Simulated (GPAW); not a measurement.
# Dielectric function and optical constants of CoBiS3 (model structure), part 2 of 2

Aim: the dielectric function of CoBiS3 (model structure), and the optical constants that follow from it. The cell was made here by substitution or stacking, whether or not such a phase is known. It was built so: All O replaced by S in the P4mm structure of CoBiO3. The cell given below was relaxed beforehand with Ansatz.

GPAW 26.7.0; DFT, RPBE, plane-wave PAW (GPAW data sets), scalar-relativistic, RPA, optical limit.

So far. Step 2 (Ground state): There are states at the Fermi level within the smearing, so the occupations stay smeared and the carriers get a Drude term.

## Step 4: Dielectric function, RPA

Transitions between filled and empty bands, summed over the zone, give the optical response, so mesh, band count and broadening shape it.

The induced potential is part of this response.

This step: DFT, RPBE, plane-wave PAW (GPAW data sets), scalar-relativistic, RPA, optical limit (GPAW 26.7.0).

File df.py:

```python
from gpaw.response.df import DielectricFunction

df = DielectricFunction('full.gpw', frequencies={'type': 'nonlinear', 'domega0': 0.03, 'omega2': 8},
                        ecut=50,
                        eta=0.15,
                        nbands=40,
                        rate=0.2,
                        txt='df.txt')
for direction in ['x', 'z']:
    df.get_dielectric_function(xc='RPA', direction=direction, filename=f'df_{direction}.csv')
```

Launch:

```console
$ OMP_NUM_THREADS=1 python df.py
```

What it wrote:

```text
Using integrator: PointIntegrator
NonLinearFrequencyDescriptor(from 0.000 to 38.041 eV, 428 points)
Nonperiodic BCs:  [False False False]
Using integrator: PointIntegrator
NonLinearFrequencyDescriptor(from 0.000 to 38.041 eV, 428 points)
Nonperiodic BCs:  [False False False]
Using integrator: PointIntegrator

Calculating chi0 body with:
    Ground state adapter containing:
    Number of spins: 2
    Number of kpoints: 384
    Number of irreducible kpoints: 60
    Number of completely occupied states: 19
    Number of partially occupied states: 24

    Linear response parametrization:
    q_c: [0.0, 0.0, 0.0]
    Number of frequency points: 428
    Planewave cutoff: 50.0
    Number of bands: 40
    Number of planewaves: 83
    Broadening (eta): 0.15

Integrating chi0 body.

Symmetries of q_c:
    Direct symmetries (Uq -> q): 8
    Indirect symmetries (TUq -> q): 8
In total 16 allowed symmetries.

60 groups of equivalent kpoints. 84.375% reduction.

Integral kind: spectral function

Calculating chi0 optical extensions with:
    Ground state adapter containing:
    Number of spins: 2
    Number of kpoints: 384
    Number of irreducible kpoints: 60
    Number of completely occupied states: 19
    Number of partially occupied states: 24

    Linear response parametrization:
    Number of frequency points: 428
    Planewave cutoff: 50.0
    Number of bands: 40
    Number of planewaves: 83
    Broadening (eta): 0.15
Integrating chi0 head and wings.

Symmetries of q_c:
    Direct symmetries (Uq -> q): 8
    Indirect symmetries (TUq -> q): 8
In total 16 allowed symmetries.

60 groups of equivalent kpoints. 84.375% reduction.

Integral kind: spectral function wings

Calculating drude chi0 with:
    Number of frequency points:428
    Plasma frequency decay rate: 0.2 eV

    Ground state adapter containing:
    Number of spins: 2
    Number of kpoints: 384
    Number of irreducible kpoints: 60
    Number of completely occupied states: 19
    Number of partially occupied states: 24

Symmetries of q_c:
    Direct symmetries (Uq -> q): 8
    Indirect symmetries (TUq -> q): 8
In total 16 allowed symmetries.

60 groups of equivalent kpoints. 84.375% reduction.

Integral kind: intraband
Plasma frequency:
[[2.9 +0.j 0.  +0.j 0.  +0.j]
 [0.  +0.j 2.9 +0.j 0.  +0.j]
 [0.  +0.j 0.  +0.j 2.81-0.j]]
```

Elapsed: 39 s, on 1 thread of Arm Neoverse V2, shared host; peak memory 0.46 GiB.

Some rows of df_x.csv (energy; Re and Im without local fields; Re and Im with them):

```text
0.000000, 371.593552, 0.000000, 370.521253, 0.000000
0.366838, -1.988223, 99.432264, -2.836636, 99.260061
0.747880, -12.817197, 40.361787, -13.598279, 40.412462
1.143969, -3.940812, 13.653723, -4.791232, 13.500409
1.556014, 5.260206, 9.942939, 4.258247, 9.729550
1.984998, 9.991258, 11.336346, 8.835177, 10.817233
2.431988, 7.941899, 16.989179, 7.214461, 15.931744
2.898142, 2.023513, 16.386626, 1.679480, 15.467281
3.384719, -1.690785, 13.724891, -1.765907, 12.981707
3.893091, -3.006215, 10.244135, -2.927747, 9.772052
4.424758, -2.203068, 7.418785, -2.330951, 7.028137
4.981356, -2.984832, 5.971616, -3.003240, 5.734713
5.564682, -2.259189, 4.525552, -2.479748, 4.281361
6.176709, -1.274790, 2.818586, -1.664549, 2.526670
6.819608, 0.160231, 2.946237, -0.215352, 2.354676
7.495775, 0.521431, 3.336209, 0.259776, 2.696998
8.207861, 0.230186, 3.851973, 0.133715, 3.066533
8.958808, -0.367463, 3.986040, -0.165535, 3.133651
9.751884, -1.000177, 3.382045, -0.571258, 2.689396
10.590737, -1.063503, 2.883390, -0.477065, 2.333313
11.479449, -1.001222, 2.350484, -0.457300, 2.018580
```

Sum at mesh points, not converged in k. The Im ε by photon energy; read off at these points:

| photon energy (eV) | E ∥ x | E ∥ z |
| --- | --- | --- |
| 1.00 | 19.4 | 18.8 |
| 1.50 | 9.86 | 6.12 |
| 2.00 | 11.0 | 5.45 |
| 2.50 | 16.4 | 7.17 |
| 2.59 | 16.6 | 7.09 |
| 3.00 | 15.1 | 8.31 |
| 3.30 | 13.7 | 10.9 |
| 3.50 | 12.1 | 9.72 |
| 4.00 | 9.00 | 7.13 |
| 4.50 | 7.21 | 6.86 |
| 5.00 | 5.66 | 3.49 |
| 5.50 | 4.39 | 2.39 |
| 6.00 | 2.94 | 2.42 |
| 6.50 | 2.29 | 2.77 |
| 7.00 | 2.50 | 3.34 |
| 7.50 | 2.70 | 2.94 |
| 8.00 | 3.05 | 3.23 |
| 8.50 | 3.07 | 3.45 |
| 9.00 | 3.10 | 3.94 |
| 9.28 | 2.81 | 4.39 |
| 9.50 | 2.98 | 3.77 |
| 10.00 | 2.49 | 3.09 |
| 10.50 | 2.36 | 2.79 |
| 11.00 | 2.24 | 2.44 |
| 11.50 | 2.02 | 2.06 |
| 12.00 | 1.81 | 1.74 |

Values under 1 per cm are given as 1; sum at mesh points, not converged in k. Absorption coefficient against photon energy:

| photon energy (eV) | E ∥ x (1/cm) | E ∥ z (1/cm) |
| --- | --- | --- |
| 1.010 | 4.0e5 | 3.3e5 |
| 1.486 | 2.8e5 | 2.5e5 |
| 1.985 | 3.2e5 | 2.0e5 |
| 2.508 | 6.1e5 | 3.5e5 |
| 3.018 | 8.2e5 | 4.5e5 |
| 3.510 | 9.5e5 | 7.3e5 |
| 3.980 | 1.0e6 | 7.8e5 |
| 4.516 | 1.0e6 | 8.8e5 |
| 4.981 | 1.1e6 | 8.7e5 |
| 5.515 | 1.1e6 | 5.8e5 |
| 6.021 | 1.0e6 | 5.4e5 |
| 6.494 | 8.7e5 | 6.0e5 |
| 6.985 | 8.0e5 | 7.2e5 |
| 7.496 | 8.4e5 | 7.3e5 |
| 8.026 | 9.7e5 | 8.4e5 |
| 8.516 | 1.1e6 | 9.3e5 |
| 9.023 | 1.2e6 | 1.1e6 |
| 9.483 | 1.2e6 | 1.4e6 |
| 10.026 | 1.2e6 | 1.3e6 |
| 10.519 | 1.3e6 | 1.4e6 |
| 11.029 | 1.4e6 | 1.4e6 |
| 11.479 | 1.3e6 | 1.3e6 |
| 12.023 | 1.3e6 | 1.2e6 |

The loss function −Im 1/ε at q → 0 has structure finer than the step of the table below, so its rows give means over 0.5 eV, whole bins alone (the curve runs from 0.619 to 12.2 eV). Peaks (eV: height): E ∥ x 6.71: 0.429; E ∥ z 1.56: 0.165, 5.47: 0.420.

Sum at mesh points, not converged in k. Loss function −Im 1/ε at q → 0 against energy loss; means over each step:

| energy loss (eV) | E ∥ x | E ∥ z |
| --- | --- | --- |
| 1.0 | 0.0466 | 0.0579 |
| 1.5 | 0.0871 | 0.141 |
| 2.0 | 0.0570 | 0.0864 |
| 2.5 | 0.0540 | 0.0898 |
| 3.0 | 0.0657 | 0.0800 |
| 3.5 | 0.0798 | 0.0988 |
| 4.0 | 0.0998 | 0.138 |
| 4.5 | 0.122 | 0.147 |
| 5.0 | 0.139 | 0.238 |
| 5.5 | 0.169 | 0.397 |
| 6.0 | 0.227 | 0.349 |
| 6.5 | 0.374 | 0.283 |
| 7.0 | 0.407 | 0.255 |
| 7.5 | 0.364 | 0.270 |
| 8.0 | 0.327 | 0.258 |
| 8.5 | 0.328 | 0.247 |
| 9.0 | 0.330 | 0.234 |
| 9.5 | 0.342 | 0.263 |
| 10.0 | 0.383 | 0.319 |
| 10.5 | 0.409 | 0.351 |
| 11.0 | 0.427 | 0.403 |
| 11.5 | 0.474 | 0.469 |

Sum at mesh points, not converged in k. Im ε, E ∥ x against photon energy; read off at these points:

| photon energy (eV) | without local fields | with local fields |
| --- | --- | --- |
| 1.00 | 19.5 | 19.4 |
| 1.50 | 10.0 | 9.86 |
| 2.00 | 11.5 | 11.0 |
| 2.50 | 17.5 | 16.4 |
| 2.59 | 17.6 | 16.6 |
| 3.00 | 16.0 | 15.1 |
| 3.50 | 12.9 | 12.1 |
| 4.00 | 9.41 | 9.00 |
| 4.50 | 7.63 | 7.21 |
| 5.00 | 5.89 | 5.66 |
| 5.50 | 4.61 | 4.39 |
| 6.00 | 3.17 | 2.94 |
| 6.50 | 2.70 | 2.29 |
| 7.00 | 3.09 | 2.50 |
| 7.50 | 3.34 | 2.70 |
| 8.00 | 3.82 | 3.05 |
| 8.50 | 3.98 | 3.07 |
| 8.89 | 4.00 | 3.13 |
| 9.00 | 3.94 | 3.10 |
| 9.50 | 3.81 | 2.98 |
| 10.00 | 3.16 | 2.49 |
| 10.50 | 2.94 | 2.36 |
| 11.00 | 2.59 | 2.24 |
| 11.50 | 2.35 | 2.02 |
| 12.00 | 2.27 | 1.81 |

Sum at mesh points, not converged in k. The reflectivity at normal incidence by photon energy; read off at these points:

| photon energy (eV) | E ∥ x (%) | E ∥ z (%) |
| --- | --- | --- |
| 0.750 | 70.2 | 54.9 |
| 1.000 | 64.3 | 54.1 |
| 1.250 | 47.2 | 48.1 |
| 1.500 | 36.9 | 31.4 |
| 1.750 | 35.3 | 22.6 |
| 2.000 | 38.1 | 26.6 |
| 2.250 | 42.8 | 31.8 |
| 2.500 | 45.8 | 30.0 |
| 2.750 | 47.6 | 30.0 |
| 3.000 | 48.0 | 32.8 |
| 3.250 | 49.1 | 38.3 |
| 3.385 | 49.5 | 39.4 |
| 3.500 | 49.2 | 39.0 |
| 3.750 | 49.1 | 38.9 |
| 4.000 | 48.7 | 37.4 |
| 4.250 | 48.3 | 34.2 |
| 4.500 | 44.2 | 37.5 |
| 4.750 | 47.8 | 43.4 |
| 4.840 | 48.5 | 43.9 |
| 5.000 | 47.7 | 40.9 |
| 5.250 | 46.0 | 29.8 |
| 5.500 | 46.0 | 19.7 |
| 5.750 | 46.5 | 16.9 |
| 6.000 | 46.2 | 14.6 |
| 6.250 | 39.3 | 14.3 |
| 6.500 | 33.2 | 15.4 |
| 6.750 | 24.9 | 15.1 |
| 7.000 | 22.7 | 18.1 |
| 7.250 | 20.6 | 17.9 |
| 7.500 | 20.7 | 16.4 |
| 7.750 | 20.9 | 17.8 |
| 8.000 | 22.5 | 18.2 |
| 8.250 | 23.4 | 18.7 |
| 8.500 | 23.5 | 19.2 |
| 8.750 | 24.1 | 21.1 |
| 9.000 | 26.3 | 22.6 |
| 9.250 | 25.4 | 26.8 |
| 9.500 | 26.5 | 29.3 |
| 9.750 | 28.5 | 27.1 |
| 10.000 | 27.3 | 26.6 |
| 10.250 | 26.7 | 26.5 |
| 10.500 | 26.6 | 28.6 |
| 10.750 | 26.6 | 26.6 |
| 11.000 | 28.6 | 27.4 |
| 11.103 | 29.1 | 27.7 |
| 11.250 | 27.6 | 26.4 |
| 11.500 | 26.4 | 26.5 |
| 11.750 | 27.9 | 25.0 |
| 12.000 | 26.4 | 23.1 |

Optical constants at common wavelengths, from n + ik = √ε:

| wavelength (nm) | n x | k x | R (%) x | 1/α x | n z | k z | R (%) z | 1/α z |
| --- | --- | --- | --- | --- | --- | --- | --- | --- |
| 633 | 3.33 | 1.587 | 37.4 | 32 nm | 2.64 | 0.977 | 25.7 | 52 nm |
| 532 | 3.54 | 2.118 | 43.6 | 20 nm | 2.74 | 1.440 | 31.8 | 29 nm |
| 450 | 3.12 | 2.618 | 47.6 | 14 nm | 2.68 | 1.332 | 30.0 | 27 nm |
| 405 | 2.78 | 2.673 | 48.1 | 12 nm | 2.91 | 1.533 | 34.0 | 21 nm |
| 365 | 2.37 | 2.721 | 49.5 | 11 nm | 2.54 | 2.057 | 39.4 | 14 nm |
| 248 | 1.31 | 2.165 | 47.7 | 9.1 nm | 1.03 | 1.691 | 40.9 | 12 nm |
| 193 | 0.88 | 1.362 | 34.8 | 11 nm | 1.51 | 0.911 | 15.3 | 17 nm |

In reflection the computed colour is grey: x = 0.299, y = 0.324, luminous reflectivity 36 %.

## Step 5: What came out

At this level (RPBE, RPA) CoBiS3 is a metal. The mesh is too coarse to trust the carriers' weight, the reflectivity or the colour to better than tens of per cent. In reflection the computed colour is grey: x = 0.299, y = 0.324, luminous reflectivity 36 %. The carriers' damping of 0.2 eV is typed, not computed; it shapes the response at the lowest energies. Spin-orbit coupling is left out although heavy atoms are present. The magnetic state comes from one start and need not be the lowest. The curves end at 12 eV, about where the summed bands run out. In this version of GPAW the matrix elements of the optical limit are incomplete, which can lower ε − 1 by up to a tenth where first-row anions or d states rule, and shift it by more in d metals. GPAW's carrier term has the form −ωp²/(ω + i·rate)², which damps like twice the rate and fails at low energy, so the curves leave the lowest energies out. The sum runs over mesh points 0.18 Å⁻¹ apart with no interpolation, so peaks are partly noise of the mesh, and the Drude plasma energy, a sum over the Fermi surface, isn't converged. Besides steps told in other documents, this task had 1 step that the program refused or didn't finish; those not told in a step above aren't shown.

[Machine, clock and banner lines and Python warnings are left out of the logs.]

[Logs are printed without paths, hosts, clocks, repeated set-up lines and the standing remarks that a program may print on its own settings, such as how far it seeks lower states.]

[Hosts, paths, dates, database ids (printed as entryN), source tags and the programs' standing remarks are cut or masked in the printed files.]
